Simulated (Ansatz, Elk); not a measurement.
# Sc2TiTl2InRh2: X-ray structure factors from the self-consistent density

The structure of Sc2TiTl2InRh2 used here is made up (a known structure type with other elements) and was relaxed beforehand with PBE. The aim is the Fourier transform of its all-electron density, F(hkl), set beside the sum over free spherical atoms that refinements use.

Calculated with Elk 11.2.3 (patched build); DFT, PBE, all-electron APW+lo, Dirac cores, scalar-relativistic bands, static density, no spin.

The structure was built from a prototype and need not be the compound's stable phase.

## Step 1: The starting structure

It takes space group Pmmm (No. 47, orthorhombic). The conventional cell has a = 3.716 Å, b = 4.585 Å, c = 9.444 Å, α = 90.00°, β = 90.00°, γ = 90.00°. Nearest to Tl lie 4 Tl at 2.95 Å and 4 Sc at 3.32 Å and 4 Rh at 3.36 Å. Nearest to Tl lie 4 Tl at 2.95 Å and 4 Sc at 3.04 Å. In has 4 Ti at 2.95 Å and 4 Sc at 2.97 Å and 4 Rh at 2.99 Å nearest. Nearest to Rh lie 2 Ti at 2.67 Å and 4 Sc at 2.98 Å and 2 In at 2.99 Å. Nearest to Ti lie 4 Rh at 2.67 Å and 4 In at 2.95 Å and 4 Sc at 3.26 Å. Sc has 2 In at 2.97 Å and 4 Rh at 2.98 Å and 4 Tl at 3.04 to 3.32 Å and 2 Ti at 3.26 Å nearest. Farther neighbours are not listed.

## Step 2: Ground state and structure factors

An all-electron density is needed, since X-rays see the cores too. Task 0 finds the density and task 195 Fourier-transforms it; tshift is off so that phases refer to the origin typed.

File elk.in:

```
tasks
  0
  195

xctype
  20

spinpol
  .false.

rgkmax
  7.0

gmaxvr
  14.0

lmaxo
  7

lmaxapw
  8

swidth
  0.002

tshift
  .false.

ramdisk
  .false.

hmaxvr
  5.5

maxscl
  120

epspot
  1e-06

sppath
  './'

avec
  8.66434738550 0.00000000000 -0.00000000000
  0.00000000000 7.02191190034 -0.00000000000
  -0.00000000000 -0.00000000000 17.84672563289

atoms
  5
  'Tl.in'
  2
  0.5000000000 -0.0000000000 -0.0000000000   0.000000 0.000000 0.000000
  0.0000000000 0.5000000000 -0.0000000000   0.000000 0.000000 0.000000
  'In.in'
  1
  0.0000000000 0.5000000000 0.5000000000   0.000000 0.000000 0.000000
  'Rh.in'
  2
  0.5000000000 0.5000000000 0.7030990567   0.000000 0.000000 0.000000
  0.5000000000 0.5000000000 0.2969009433   0.000000 0.000000 0.000000
  'Ti.in'
  1
  0.5000000000 0.0000000000 0.5000000000   0.000000 0.000000 0.000000
  'Sc.in'
  2
  0.0000000000 0.0000000000 0.7454977203   0.000000 0.000000 0.000000
  0.0000000000 0.0000000000 0.2545022797   0.000000 0.000000 0.000000

ngridk
  5 6 3
```

Started as:

```console
OMP_NUM_THREADS=4 elk
```

Numbers of over 12 decimals in the logs are rounded to 6 here.

The program printed:

```text
┌─────────────────────────┐
│ Elk code version 11.2.3 │
└─────────────────────────┘

All units are atomic (Hartree, Bohr, etc.)

┌─────────────────────────────────────────────────┐
│ Ground-state run starting from atomic densities │
└─────────────────────────────────────────────────┘

Lattice vectors :
   8.664347385       0.000000000      -0.000000000
   0.000000000       7.021911900      -0.000000000
  -0.000000000      -0.000000000       17.84672563

Reciprocal lattice vectors :
  0.7251769842       0.000000000       0.000000000
   0.000000000      0.8947969437       0.000000000
   0.000000000       0.000000000      0.3520637587

Unit cell volume      :    1085.799856
Brillouin zone volume :   0.2284492966

Muffin-tin inner radius fraction :   0.1000000000E-01

Nuclei treated as point charges

Species : 1 (Tl)
 parameters loaded from : Tl.in
 name : thallium
 nuclear charge    :   -81.00000000
 electronic charge :    81.00000000
 atomic mass :    372567.9643
 muffin-tin radius :    2.763123948
 number of radial points in muffin-tin :   1393
 inner part over the whole radius :   0.9931044953E-02
 number on inner part of muffin-tin    :   1000
 approximate nuclear radius :   0.1043008296E-03
 number of mesh points to nuclear radius :    525
 atomic positions (lattice), magnetic fields (Cartesian) :
  1 :   0.50000000  0.00000000  0.00000000    0.00000000  0.00000000  0.00000000
  2 :   0.00000000  0.50000000  0.00000000    0.00000000  0.00000000  0.00000000

Species : 2 (In)
 parameters loaded from : In.in
 name : indium
 nuclear charge    :   -49.00000000
 electronic charge :    49.00000000
 atomic mass :    209300.4102
 muffin-tin radius :    2.600000000
 number of radial points in muffin-tin :   1193
 inner part over the whole radius :   0.9943151076E-02
 number on inner part of muffin-tin    :    850
 approximate nuclear radius :   0.8768807633E-04
 number of mesh points to nuclear radius :    427
 atomic positions (lattice), magnetic fields (Cartesian) :
  1 :   0.00000000  0.50000000  0.50000000    0.00000000  0.00000000  0.00000000

Species : 3 (Rh)
 parameters loaded from : Rh.in
 name : rhodium
 nuclear charge    :   -45.00000000
 electronic charge :    45.00000000
 atomic mass :    187585.2511
 muffin-tin radius :    2.598064582
 number of radial points in muffin-tin :   1193
 inner part over the whole radius :   0.9933807981E-02
 number on inner part of muffin-tin    :    849
 approximate nuclear radius :   0.8524867730E-04
 number of mesh points to nuclear radius :    423
 atomic positions (lattice), magnetic fields (Cartesian) :
  1 :   0.50000000  0.50000000 -0.29690094    0.00000000  0.00000000  0.00000000
  2 :   0.50000000  0.50000000  0.29690094    0.00000000  0.00000000  0.00000000

Species : 4 (Ti)
 parameters loaded from : Ti.in
 name : titanium
 nuclear charge    :   -22.00000000
 electronic charge :    22.00000000
 atomic mass :    87256.20317
 muffin-tin radius :    2.398213460
 number of radial points in muffin-tin :    993
 inner part over the whole radius :   0.9987926411E-02
 number on inner part of muffin-tin    :    699
 approximate nuclear radius :   0.6805665174E-04
 number of mesh points to nuclear radius :    325
 atomic positions (lattice), magnetic fields (Cartesian) :
  1 :   0.50000000  0.00000000  0.50000000    0.00000000  0.00000000  0.00000000

Species : 5 (Sc)
 parameters loaded from : Sc.in
 name : scandium
 nuclear charge    :   -21.00000000
 electronic charge :    21.00000000
 atomic mass :    81949.61073
 muffin-tin radius :    2.400000000
 number of radial points in muffin-tin :    993
 inner part over the whole radius :   0.9898716403E-02
 number on inner part of muffin-tin    :    698
 approximate nuclear radius :   0.6711386133E-04
 number of mesh points to nuclear radius :    323
 atomic positions (lattice), magnetic fields (Cartesian) :
  1 :   0.00000000  0.00000000 -0.25450228    0.00000000  0.00000000  0.00000000
[...]
(states/Hartree/unit cell)

Estimated indirect band gap :   0.1114654249E-02
 from k-point 19 to k-point 19
Estimated direct band gap   :   0.1114654249E-02
 at k-point 19

Charges :
 core                        :    240.0000000
 valence                     :    125.0000000
 interstitial                :    12.14486581
 muffin-tins (core leakage)
  species : 1 (Tl)
[...]
species : 2 (In)
[...]
species : 3 (Rh)
[...]
species : 4 (Ti)
[...]
species : 5 (Sc)
[...]
total in muffin-tins        :    352.8551342
 total calculated charge     :    364.9990141
 total charge                :    365.0000000
 error                       :   0.9858935107E-03

RMS change in Kohn-Sham potential (target) :   0.3172299989     (  0.1000000000E-05)
Absolute change in total energy (target)   :   0.3636303994     (  0.1000000000E-03)

[... loops 3 to 19 left out ...]

┌──────────────────┐
│ Loop number : 20 │
└──────────────────┘

Energies :
 Fermi                       :     0.272385
 sum of occupied eigenvalues :     -35693.028143709
 electron kinetic            :      65590.005724840
 core electron kinetic       :      64437.320565716
 Coulomb                     :     -122680.85660010
 Coulomb potential           :     -99555.756448275
 nuclear-nuclear             :     -5017.4349690032
 electron-nuclear            :     -135894.90580819
 Hartree                     :      18231.484177093
 Madelung                    :     -72902.978375965
 xc potential                :     -1727.2774202748
 exchange                    :     -1302.2510181818
 correlation                 :     -20.166042134157
 electron entropic           :    -0.20122860817756E-02
 total energy                :     -58413.269947864

Density of states at Fermi energy :    153.1433808
 (states/Hartree/unit cell)

Estimated indirect band gap :   0.1171219914E-02
 from k-point 6 to k-point 17
Estimated direct band gap   :   0.5752664886E-02
 at k-point 14

Charges :
 core                        :    240.0000000
 valence                     :    125.0000000
 interstitial                :    11.47825167
 muffin-tins (core leakage)
  species : 1 (Tl)
[...]
species : 2 (In)
[...]
species : 3 (Rh)
[...]
species : 4 (Ti)
[...]
species : 5 (Sc)
[...]
total in muffin-tins        :    353.5217483
 total calculated charge     :    364.9988985
 total charge                :    365.0000000
 error                       :   0.1101483962E-02

RMS change in Kohn-Sham potential (target) :   0.2014300882E-06 (  0.1000000000E-05)
Absolute change in total energy (target)   :   0.2856345236E-04 (  0.1000000000E-03)

Convergence targets achieved

┌──────────────────┐
│ Loop number : 21 │
└──────────────────┘

Energies :
 Fermi                       :     0.272385
 sum of occupied eigenvalues :     -35693.028140066
 electron kinetic            :      65590.005727872
 core electron kinetic       :      64437.320567821
 Coulomb                     :     -122680.85660016
 Coulomb potential           :     -99555.756461563
 nuclear-nuclear             :     -5017.4349690032
 electron-nuclear            :     -135894.90579564
 Hartree                     :      18231.484164488
 Madelung                    :     -72902.978369378
 xc potential                :     -1727.2774063746
 exchange                    :     -1302.2510182429
 correlation                 :     -20.166042113515
 electron entropic           :    -0.20122856085862E-02
 total energy                :     -58413.269944930

Density of states at Fermi energy :    153.1433362
 (states/Hartree/unit cell)

Estimated indirect band gap :   0.1171214726E-02
 from k-point 6 to k-point 17
Estimated direct band gap   :   0.5752664271E-02
 at k-point 14

Charges :
 core                        :    240.0000000
 valence                     :    125.0000000
 interstitial                :    11.47825123
 muffin-tins (core leakage)
  species : 1 (Tl)
[...]
species : 2 (In)
[...]
species : 3 (Rh)
[...]
species : 4 (Ti)
   atom 1                    :    20.27306856     ( -0.2203772489E-06)
  species : 5 (Sc)
   atom 1                    :    19.07186869     ( -0.2163447537E-06)
   atom 2                    :    19.07186869     ( -0.2163447537E-06)
 total in muffin-tins        :    353.5217488
 total calculated charge     :    364.9988985
 total charge                :    365.0000000
 error                       :   0.1101484054E-02

┌──────────────────────────────┐
│ Self-consistent loop stopped │
└──────────────────────────────┘

Warning : core states of species 2 leak from the muffin-tin :   0.1306963962E-03

Wrote STATE.OUT
```

Wall time 57 s (4 threads of AMD EPYC 9B45 (Zen 5), shared host); peak memory 0.37 GiB.

SFACRHO.OUT:

```text

h k l indices transformed by vhmat matrix:
   1.000000000       0.000000000       0.000000000    
   0.000000000       1.000000000       0.000000000    
   0.000000000       0.000000000       1.000000000    

      h      k      l  multipl.   |H|            Re(F)            Im(F)           |F|

      0      0      0      1   0.0000000       365.00000      0.33021064E-16   365.00000    
      0      0      1      2  0.35206376       63.383286      0.32020563E-13   63.383286    
      0      0      2      2  0.70412752       111.51796     -0.91235059E-13   111.51796    
     -1      0      0      2  0.72517698      -20.749763     -0.97307689E-13   20.749763    
      1      0      1      4  0.80612068      -2.8833076      0.32020563E-13   2.8833076    
      0     -1      0      2  0.89479694      -70.875043     -0.19479802E-12   70.875043    
      0      1      1      4  0.96156667       47.008679      0.18835625E-14   47.008679    
      1      0     -2      4   1.0107805       56.425144      0.57448656E-13   56.425144    
      0      0      3      2   1.0561913       147.28322      0.12808225E-12   147.28322    
      0      1     -2      4   1.1386207       6.4599736      0.50620742E-13   6.4599736    
     -1      1      0      4   1.1517566      -93.143265      0.37841056E-13   93.143265    
     -1     -1     -1      8   1.2043638      -105.82347     -0.80993188E-13   105.82347    
     -1      0     -3      4   1.2811798      -77.531971     -0.11301375E-12   77.531971    
     -1     -1     -2      8   1.3499403      -281.22200     -0.34127798E-12   281.22200    
      0     -1      3      4   1.3842693      -28.798043     -0.75342500E-13   28.798043    
      0      0      4      2   1.4082550       245.80792     -0.82405859E-13   245.80792    
      2      0      0      2   1.4503540       286.96632     -0.17248991E-12   286.96632    
      2      0      1      4   1.4924730       59.217028      0.37671250E-14   59.217028
```

Elk indexes on the primitive cell of elk.in and gives |H| = 4π sin θ/λ in inverse bohr. Below, one row stands for each form hkl of the conventional cell (m members, Friedel mates merged), F is for one primitive cell and the density is static (no thermal factor). Free-atom factors are Waasmaier and Kirfel's, and R is Σm||F|−|F'||/Σm|F|.

| hkl | m | sin θ/λ (Å⁻¹) | abs F, DFT | neutral atoms | diff. |
| --- | --- | --- | --- | --- | --- |
| 001 | 2 | 0.053 | 63.383 | 63.692 | -0.309 |
| 002 | 2 | 0.106 | 111.518 | 111.824 | -0.306 |
| 010 | 2 | 0.109 | 20.750 | 20.696 | +0.053 |
| 011 | 4 | 0.121 | 2.883 | 3.047 | -0.164 |
| 100 | 2 | 0.135 | 70.875 | 70.889 | -0.014 |
| 101 | 4 | 0.145 | 47.009 | 47.002 | +0.006 |
| 012 | 4 | 0.152 | 56.425 | 56.475 | -0.050 |
| 003 | 2 | 0.159 | 147.283 | 147.289 | -0.006 |
| 102 | 4 | 0.171 | 6.460 | 6.475 | -0.015 |
| 110 | 4 | 0.173 | 93.143 | 92.990 | +0.154 |
| 111 | 8 | 0.181 | 105.823 | 105.862 | -0.039 |
| 013 | 4 | 0.193 | 77.532 | 77.671 | -0.139 |
| 112 | 8 | 0.203 | 281.222 | 282.349 | -1.127 |
| 103 | 4 | 0.208 | 28.798 | 29.187 | -0.389 |
| 004 | 2 | 0.212 | 245.808 | 246.851 | -1.043 |
| 020 | 2 | 0.218 | 286.966 | 288.126 | -1.160 |
| 021 | 4 | 0.224 | 59.217 | 59.200 | +0.017 |
| 113 | 8 | 0.235 | 24.637 | 24.257 | +0.380 |
| 014 | 4 | 0.238 | 24.772 | 24.540 | +0.232 |
| 022 | 4 | 0.242 | 99.075 | 98.974 | +0.102 |
| 104 | 4 | 0.251 | 20.209 | 20.323 | -0.114 |
| 120 | 4 | 0.256 | 60.367 | 60.760 | -0.392 |

## Step 3: The highest occupied states alone

An energy window below the Fermi level keeps the highest occupied states, to see at which angles they scatter; shallow core shells can lie inside it and anion s states outside. No new self-consistency is needed.

elk.in: that of step 2 with these lines changed.

```diff
@@ -1,3 +1,2 @@
 tasks
-  0
   195
@@ -40,2 +39,5 @@
 
+wsfac
+  -0.168610 0.572390
+
 sppath
```

Started as:

```console
OMP_NUM_THREADS=4 elk
```

The program printed:

```text
┌─────────────────────────────────┐
│ Elk code version 11.2.3 started │
└─────────────────────────────────┘

Info(readinput): the functional depends on the density's gradient
 muffin-tin radial points multiplied by    2.00000
 (not where nrmtscf is given)

┌────────────────────┐
│ Current task : 195 │
└────────────────────┘
Info(checkmt): changed muffin-tin radius of species 1 (Tl) from   2.8000 to   2.7631
Info(checkmt): changed muffin-tin radius of species 3 (Rh) from   2.6000 to   2.5981
Info(checkmt): changed muffin-tin radius of species 4 (Ti) from   2.4000 to   2.3982

Info(sfacrho): density structure factors written to SFACRHO.OUT

 Energy window :  -0.1686100000      0.5723900000

┌──────────────────┐
│ Elk code stopped │
└──────────────────┘
```

Run time: 16 s. Hardware: 4 threads; peak memory 0.28 GiB; 21 s of CPU time.

States within 12 eV below the Fermi level hold 50.53 electrons; any levels below the window count with the cores, and a count that is not whole means the window cuts a band. Their amplitudes can exceed the total, where window and core parts have opposite phase:

| hkl | sin θ/λ (Å⁻¹) | abs F, window | abs F, all |
| --- | --- | --- | --- |
| 001 | 0.053 | 6.806 | 63.383 |
| 002 | 0.106 | 3.692 | 111.518 |
| 010 | 0.109 | 12.834 | 20.750 |
| 011 | 0.121 | 3.090 | 2.883 |
| 100 | 0.135 | 7.891 | 70.875 |
| 101 | 0.145 | 3.246 | 47.009 |
| 012 | 0.152 | 5.252 | 56.425 |
| 003 | 0.159 | 15.435 | 147.283 |
| 102 | 0.171 | 7.926 | 6.460 |
| 110 | 0.173 | 1.594 | 93.143 |

## Step 4: Another functional

The difference from free atoms is small, so it is set against the change that LDA (Perdew-Wang) makes.

elk.in: that of step 3 with these lines changed.

```diff
@@ -1,2 +1,3 @@
 tasks
+  0
   195
@@ -4,3 +5,3 @@
 xctype
-  20
+  3
 
@@ -39,5 +40,2 @@
 
-wsfac
-  -0.168610 0.572390
-
 sppath
```

Started as:

```console
OMP_NUM_THREADS=4 elk
```

The program printed:

```text
┌─────────────────────────┐
│ Elk code version 11.2.3 │
└─────────────────────────┘

All units are atomic (Hartree, Bohr, etc.)

┌─────────────────────────────────────────────────┐
│ Ground-state run starting from atomic densities │
└─────────────────────────────────────────────────┘

Lattice vectors :
   8.664347385       0.000000000      -0.000000000
   0.000000000       7.021911900      -0.000000000
  -0.000000000      -0.000000000       17.84672563

Reciprocal lattice vectors :
  0.7251769842       0.000000000       0.000000000
[...]
species : 3 (Rh)
[...]
species : 4 (Ti)
[...]
species : 5 (Sc)
   atom 1                    :    19.08420691     ( -0.3512616631E-05)
   atom 2                    :    19.08420691     ( -0.3512616631E-05)
 total in muffin-tins        :    353.6071590
 total calculated charge     :    364.9989054
 total charge                :    365.0000000
 error                       :   0.1094572367E-02

┌──────────────────────────────┐
│ Self-consistent loop stopped │
└──────────────────────────────┘

Warning : core states of species 2 leak from the muffin-tin :   0.1287013847E-03

Wrote STATE.OUT
[key lines of the parts left out:]
total energy                :     -58371.707087904
```

Elapsed: 31 s, on 4 threads; peak memory 0.28 GiB.

Against the first run R = 0.02 %; the largest change is -0.111 at 200.

## Step 5: Basis size

The basis and the expansions that go with it are enlarged, to see whether the differences are converged.

elk.in: that of step 4 with these lines changed.

```diff
@@ -5,3 +5,3 @@
 xctype
-  3
+  20
 
@@ -11,12 +11,12 @@
 rgkmax
-  7.0
+  8.5
 
 gmaxvr
-  14.0
+  18.0
 
 lmaxo
-  7
+  9
 
 lmaxapw
-  8
+  10
```

Started as:

```console
OMP_NUM_THREADS=4 elk
```

The program printed:

```text
┌─────────────────────────┐
│ Elk code version 11.2.3 │
└─────────────────────────┘

All units are atomic (Hartree, Bohr, etc.)

┌─────────────────────────────────────────────────┐
│ Ground-state run starting from atomic densities │
└─────────────────────────────────────────────────┘

Lattice vectors :
   8.664347385       0.000000000      -0.000000000
   0.000000000       7.021911900      -0.000000000
  -0.000000000      -0.000000000       17.84672563

Reciprocal lattice vectors :
  0.7251769842       0.000000000       0.000000000
[...]
species : 3 (Rh)
[...]
species : 4 (Ti)
[...]
species : 5 (Sc)
   atom 1                    :    19.08337234     ( -0.2163412081E-06)
   atom 2                    :    19.08337234     ( -0.2163412081E-06)
 total in muffin-tins        :    353.6110367
 total calculated charge     :    364.9998210
 total charge                :    365.0000000
 error                       :   0.1789540279E-03

┌──────────────────────────────┐
│ Self-consistent loop stopped │
└──────────────────────────────┘

Warning : core states of species 2 leak from the muffin-tin :   0.1306356285E-03

Wrote STATE.OUT
[key lines of the parts left out:]
total energy                :     -58413.319822860
```

Wall time 1.9 min (4 threads); peak memory 0.71 GiB.

Against the first run R = 0.01 %; the largest change is +0.028 at 112.

## Step 6: Settings against the effect

| run | R against the first run (%) | R against neutral atoms, low angle (%) | wall time |
| --- | --- | --- | --- |
| PBE, rgkmax 7 | 0.00 | 0.34 | 57 s |
| LDA (Perdew-Wang) | 0.02 | 0.36 | 31 s |
| rgkmax 8.5 with larger expansions | 0.01 | 0.34 | 1.9 min |

## Step 7: What came out

| Property | Result |
| --- | --- |
| R against neutral atoms, sin θ/λ < 0.3 Å⁻¹ | 0.34 % |
| R against neutral atoms, 0.3 to 0.54 Å⁻¹ | 0.15 % |

Independent neutral atoms miss the calculated amplitudes by R = 0.34 % below 0.3 Å⁻¹ and 0.15 % from there to 0.54 Å⁻¹; by shells, 0.28 % below 0.15 Å⁻¹ (6 forms), 0.35 % 0.15 to 0.3 (28 forms), 0.16 % 0.3 to 0.45 (61 forms), 0.13 % above 0.45 (54 forms). Bonding, aspherical density and the tables' own atoms all enter these figures, and the runs don't part them. The largest change of an amplitude is -1.16 electrons, at 020. The window's part falls from 50.5 electrons at the origin to at most 0.83 between 0.45 and 0.54 Å⁻¹, where compact states inside the window still scatter. The window holds more than the 37 outer electrons of the free atoms, so shallow core shells lie inside it. Below 0.3 Å⁻¹ the changes that finished (LDA (Perdew-Wang) and rgkmax 8.5 with larger expansions) move F by R = 0.02 % at most, against the 0.34 % that separates it from free atoms. The k-mesh has no finished test. These runs have no spin, though d or f shells may be open. Spin-orbit coupling is left out, which can matter for elements this heavy. Part of the difference isn't bonding: the tables are fits to free atoms and ions calculated by other methods than this functional. Thermal motion, anomalous dispersion and extinction are left out.

[Logs are printed without paths, hosts, clocks, repeated set-up lines and the standing remarks that a program may print on its own settings, such as how far it seeks lower states.]

[Hosts, paths, dates, database ids (printed as entryN), source tags and the programs' standing remarks are cut or masked in the printed files.]
